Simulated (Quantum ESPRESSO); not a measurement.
# CrO2: parallel and opposed starts

Aim: find out which collinear order of CrO2 costs least.

Calculated with Quantum ESPRESSO 7.5; LDA; plane waves with GBRV 1.5 LDA potentials, no spin-orbit coupling.

This is a report of a sequence of runs, with most program output left out.

## (1) The structure

It takes space group P4_2/mnm (No. 136, tetragonal). Conventional cell: a = 4.421 Å, b = 4.421 Å, c = 2.917 Å, α = 90.00°, β = 90.00°, γ = 90.00°. Nearest to Cr lie 6 O at 1.88 to 1.92 Å. Nearest to O lie 3 Cr at 1.88 to 1.92 Å. Farther neighbours and most contacts between anions are not listed.

The cell comes from the Crystallography Open Database.

## (2) Run 1 (ferro ++)

The signs are those of the starting moments on the seeded atoms, the atoms that are given a moment.

Contents of pw.in:

```
&CONTROL
  calculation = 'scf'
  prefix = 'pwscf'
  outdir = './tmp'
  pseudo_dir = './pseudo'
  disk_io = 'nowf'
/
&SYSTEM
  ibrav = 0
  celldm(1) = 8
  nat = 6
  ntyp = 2
  ecutwfc = 40
  ecutrho = 280
  nbnd = 39
  occupations = 'smearing'
  smearing = 'fd'
  degauss = 0.00367493
  nspin = 2
  starting_magnetization(1) = 0.2143
  starting_magnetization(2) = 0
/
&ELECTRONS
  conv_thr = 1.2d-08
  electron_maxstep = 150
  mixing_beta = 0.3
/
ATOMIC_SPECIES
Cr     51.9961 cr_lda_v1.5.uspp.F.UPF
O      15.9990 o_lda_v1.2.uspp.F.UPF
CELL_PARAMETERS alat
   1.0443098996213    0.0000000000000    0.0000000000000
   0.0000000000000    1.0443098996213    0.0000000000000
   0.0000000000000    0.0000000000000    0.6890413881917
ATOMIC_POSITIONS crystal
Cr      0.0000000000    0.0000000000    0.0000000000
Cr      0.5000000000    0.5000000000    0.5000000000
O       0.3010000000    0.3010000000    0.0000000000
O       0.1990000000    0.8010000000    0.5000000000
O       0.6990000000    0.6990000000    0.0000000000
O       0.8010000000    0.1990000000    0.5000000000
K_POINTS automatic
6 6 6 0 0 0
```

The run is started by

```sh
> OMP_NUM_THREADS=1 mpirun -n 4 pw.x -nk 4 -in pw.in > pw.out
```

The job ended after 28 s (4 MPI ranks of Arm Neoverse V1, shared host; peak memory 0.42 GiB; 1.9 min of CPU time).

Spin moment in the atom's sphere by atom:

| atom | spin moment in the atom's sphere (μB) |
| --- | --- |
| Cr1 | 1.69 |
| Cr2 | 1.69 |
| O3 | -0.05 |
| O4 | -0.05 |
| O5 | -0.05 |
| O6 | -0.05 |

Numbers from this step:

```yaml
smearing_term_ts: 0.01363 eV
magnetization: 4 μB
absolute_magnetization: 4.452 μB
final_state: ferromagnetic
```

Spin density in the ab plane at fractional z = 0.000, with atoms of Cr and O within 0.2 Å of it.

Ten even steps from '_' (-0.1 e/Å³) to '@' (2.6 e/Å³), each cell a mean:
```
@@##::__________________..--
--::..____________________..
....________________________
____________________________
____________________________
____________________________
____________________________
____________________________
____________________________
____________________________
____________________________
..______________________..::
++..__________________..::##
%%++..________________..--@@
```
Columns run along a (4.4 Å), rows up along b (4.4 Å). Atoms in or near the plane, at fractional coordinates: Cr at (0.00, 0.00), O at (0.30, 0.30), O at (0.70, 0.70).

Valence density in the ab plane at fractional z = 0.000, with atoms of Cr and O within 0.2 Å of it. It is the smooth field of the valence electrons, not physical close to the nuclei.

Ten even steps from '_' (0 e/Å³) to '@' (13 e/Å³), each cell a mean:
```
@@**..__________________::%%
--::____________________..::
________________..::::..____
________________::==++::____
________________::====::____
__________________::::..____
____________________________
________..__________________
______::==::________________
____..==++==..______________
____..::==::________________
..____....________________..
%%==____________________::**
++%%..__________________--@@
```
Columns run along a (4.4 Å), rows up along b (4.4 Å). Atoms in or near the plane, at fractional coordinates: Cr at (0.00, 0.00), O at (0.30, 0.30), O at (0.70, 0.70).

## (3) Run 2 (antiferro +−)

pw.in: that of step 2 with these lines changed.

```diff
@@ -11,6 +11,6 @@
   nat = 6
-  ntyp = 2
+  ntyp = 3
   ecutwfc = 40
   ecutrho = 280
-  nbnd = 39
+  nbnd = 36
   occupations = 'smearing'
@@ -20,3 +20,4 @@
   starting_magnetization(1) = 0.2143
-  starting_magnetization(2) = 0
+  starting_magnetization(2) = -0.2143
+  starting_magnetization(3) = 0
 /
@@ -28,3 +29,4 @@
 ATOMIC_SPECIES
-Cr     51.9961 cr_lda_v1.5.uspp.F.UPF
+Cr1    51.9961 cr_lda_v1.5.uspp.F.UPF
+Cr2    51.9961 cr_lda_v1.5.uspp.F.UPF
 O      15.9990 o_lda_v1.2.uspp.F.UPF
@@ -35,4 +37,4 @@
 ATOMIC_POSITIONS crystal
-Cr      0.0000000000    0.0000000000    0.0000000000
-Cr      0.5000000000    0.5000000000    0.5000000000
+Cr1     0.0000000000    0.0000000000    0.0000000000
+Cr2     0.5000000000    0.5000000000    0.5000000000
 O       0.3010000000    0.3010000000    0.0000000000
```

Elapsed: 40 s, on 4 MPI ranks; peak memory 0.45 GiB; 2.7 min of CPU time.

Spin moment in the atom's sphere by atom:

| atom | spin moment in the atom's sphere (μB) |
| --- | --- |
| Cr1 | 1.41 |
| Cr2 | -1.41 |
| O3 | 0.01 |
| O4 | -0.01 |
| O5 | 0.01 |
| O6 | -0.01 |

This step gave:

```yaml
smearing_term_ts: 0.03778 eV
magnetization: 0 μB
absolute_magnetization: 3.611 μB
final_state: antiferromagnetic
```

Spin density in the ab plane at fractional z = 0.000, with atoms of Cr and O within 0.2 Å of it.

Ten even steps from '_' (-0.1 e/Å³) to '@' (2.5 e/Å³), each cell a mean:
```
@@**..__________________..--
==::..____________________..
..__________________________
____________________________
____________________________
____________________________
____________________________
____________________________
____________________________
____________________________
____________________________
..______________________....
--______________________::**
**--..________________..==@@
```
Columns run along a (4.4 Å), rows up along b (4.4 Å). Atoms in or near the plane, at fractional coordinates: Cr at (0.00, 0.00), O at (0.30, 0.30), O at (0.70, 0.70).

Valence density in the ab plane at fractional z = 0.000, with atoms of Cr and O within 0.2 Å of it. It is the smooth field of the valence electrons, not physical close to the nuclei.

Values in e/Å³, 14 rows by 14 columns, each cell a mean:
```
13  9  1  0  0  0  0  0  0  0  0  1  5 12
 6  3  1  0  0  0  0  0  0  1  1  1  2  5
 1  1  0  0  0  0  0  0  1  3  3  2  1  1
 0  0  0  0  0  0  0  1  3  6  6  3  1  0
 0  0  0  0  0  0  0  1  3  6  6  3  1  0
 0  0  0  0  0  0  0  1  2  3  3  1  0  0
 0  0  0  0  0  0  0  0  1  1  1  0  0  0
 0  0  0  1  1  1  0  0  0  0  0  0  0  0
 0  0  1  4  5  3  1  0  0  0  0  0  0  0
 0  1  2  6  7  5  1  0  0  0  0  0  0  0
 0  1  2  5  6  4  1  0  0  0  0  0  0  0
 2  1  1  2  2  1  0  0  0  0  0  0  1  1
 9  4  1  1  1  0  0  0  0  0  0  1  3  9
 9  9  2  0  0  0  0  0  0  0  0  1  6 13
```
Columns run along a (4.4 Å), rows up along b (4.4 Å). Atoms in or near the plane, at fractional coordinates: Cr at (0.00, 0.00), O at (0.30, 0.30), O at (0.70, 0.70).

## (4) Run 3 (no spin polarisation)

pw.in: that of step 3 with these lines changed.

```diff
@@ -11,3 +11,3 @@
   nat = 6
-  ntyp = 3
+  ntyp = 2
   ecutwfc = 40
@@ -18,6 +18,2 @@
   degauss = 0.00367493
-  nspin = 2
-  starting_magnetization(1) = 0.2143
-  starting_magnetization(2) = -0.2143
-  starting_magnetization(3) = 0
 /
@@ -29,4 +25,3 @@
 ATOMIC_SPECIES
-Cr1    51.9961 cr_lda_v1.5.uspp.F.UPF
-Cr2    51.9961 cr_lda_v1.5.uspp.F.UPF
+Cr     51.9961 cr_lda_v1.5.uspp.F.UPF
 O      15.9990 o_lda_v1.2.uspp.F.UPF
@@ -37,4 +32,4 @@
 ATOMIC_POSITIONS crystal
-Cr1     0.0000000000    0.0000000000    0.0000000000
-Cr2     0.5000000000    0.5000000000    0.5000000000
+Cr      0.0000000000    0.0000000000    0.0000000000
+Cr      0.5000000000    0.5000000000    0.5000000000
 O       0.3010000000    0.3010000000    0.0000000000
```

Wall time 12 s (4 MPI ranks); peak memory 0.37 GiB; 49 s of CPU time.

This step gave:

| Quantity | Value |
| --- | --- |
| smearing term TS | 0.07114 eV |
| final state | non-magnetic (no spin polarisation) |

## (5) Ranking

An order is kept where moments of 0.15 μB or more survive with the typed signs; meshes match where a doubled cell samples the same k points as the first cell.

Orders:

| start | final state | typed order kept | energy over the lowest (meV a seeded atom) | largest site moment (μB) | net moment (μB a cell of the first run) | mesh matched | CPU time (s) |
| --- | --- | --- | --- | --- | --- | --- | --- |
| ferro ++ | ferromagnetic | yes | 0 | 1.694 | 4 | yes | 111.7 |
| antiferro +- | antiferromagnetic | yes | 141.2 | 1.412 | 0 | yes | 159 |
| no spin polarisation | non-magnetic | - | 394.8 | 0 | 0 | yes | 48.6 |

## (6) The lowest state again, with its states saved

pw.in: that of step 4 with these lines changed.

```diff
@@ -5,3 +5,3 @@
   pseudo_dir = './pseudo'
-  disk_io = 'nowf'
+  disk_io = 'low'
 /
@@ -14,3 +14,3 @@
   ecutrho = 280
-  nbnd = 36
+  nbnd = 43
   occupations = 'smearing'
@@ -18,2 +18,5 @@
   degauss = 0.00367493
+  nspin = 2
+  starting_magnetization(1) = 0.2143
+  starting_magnetization(2) = 0
 /
```

The job ended after 31 s (4 MPI ranks; peak memory 0.43 GiB).

Read from the output:

```
smearing term TS       : 0.01363 eV
magnetization          : 4 μB
absolute magnetization : 4.452 μB
final state            : ferromagnetic
largest moment         : 1.694 μB
```

## (7) Löwdin moments

projwfc.x projects the saved states on orthogonalised atomic orbitals of the pseudopotential files.

Elapsed: 1.8 s, on 4 MPI ranks; peak memory 0.07 GiB; 7.3 s of CPU time.

| atom | moment in the sphere (μB) | Löwdin moment (μB) | Löwdin charge (e) |
| --- | --- | --- | --- |
| Cr1 | 1.694 | 2.124 | 12.576 |
| Cr2 | 1.694 | 2.124 | 12.576 |
| O3 | -0.047 | -0.068 | 6.671 |
| O4 | -0.047 | -0.068 | 6.671 |
| O5 | -0.047 | -0.068 | 6.671 |
| O6 | -0.047 | -0.068 | 6.671 |

## (8) What came out

| Quantity | Value |
| --- | --- |
| lowest state found | ferromagnetic (from ferro ++) |
| largest site moment | 1.69 μB |
| next state with moments | antiferromagnetic, 141 meV a seeded atom higher |
| state without moments | 395 meV a seeded atom higher |

What this shows: The largest moment reads 1.69 μB in the sphere and 2.12 μB by Löwdin projection; a site moment hangs on how space is shared out. Only these 3 starts were compared; other wavevectors, canted and longer-period orders were not. No Hubbard term acts here. In such compounds local and semilocal functionals without one often delocalise the d electrons, and can shrink or lose moments and miss the size, sign and order of the couplings.

[Logs and program files are shortened in this print: banners, set-up blocks, solver, clock and traceback lines can be left out without a mark of their own.]

[Logs are printed without paths, hosts, clocks, repeated set-up lines and the standing remarks that a program may print on its own settings, such as how far it seeks lower states.]

[Hosts, paths, dates, database ids (printed as entryN), source tags and the programs' standing remarks are cut or masked in the printed files.]

[Where a cell is said to come from a database of computed structures, the database is the Materials Project.]
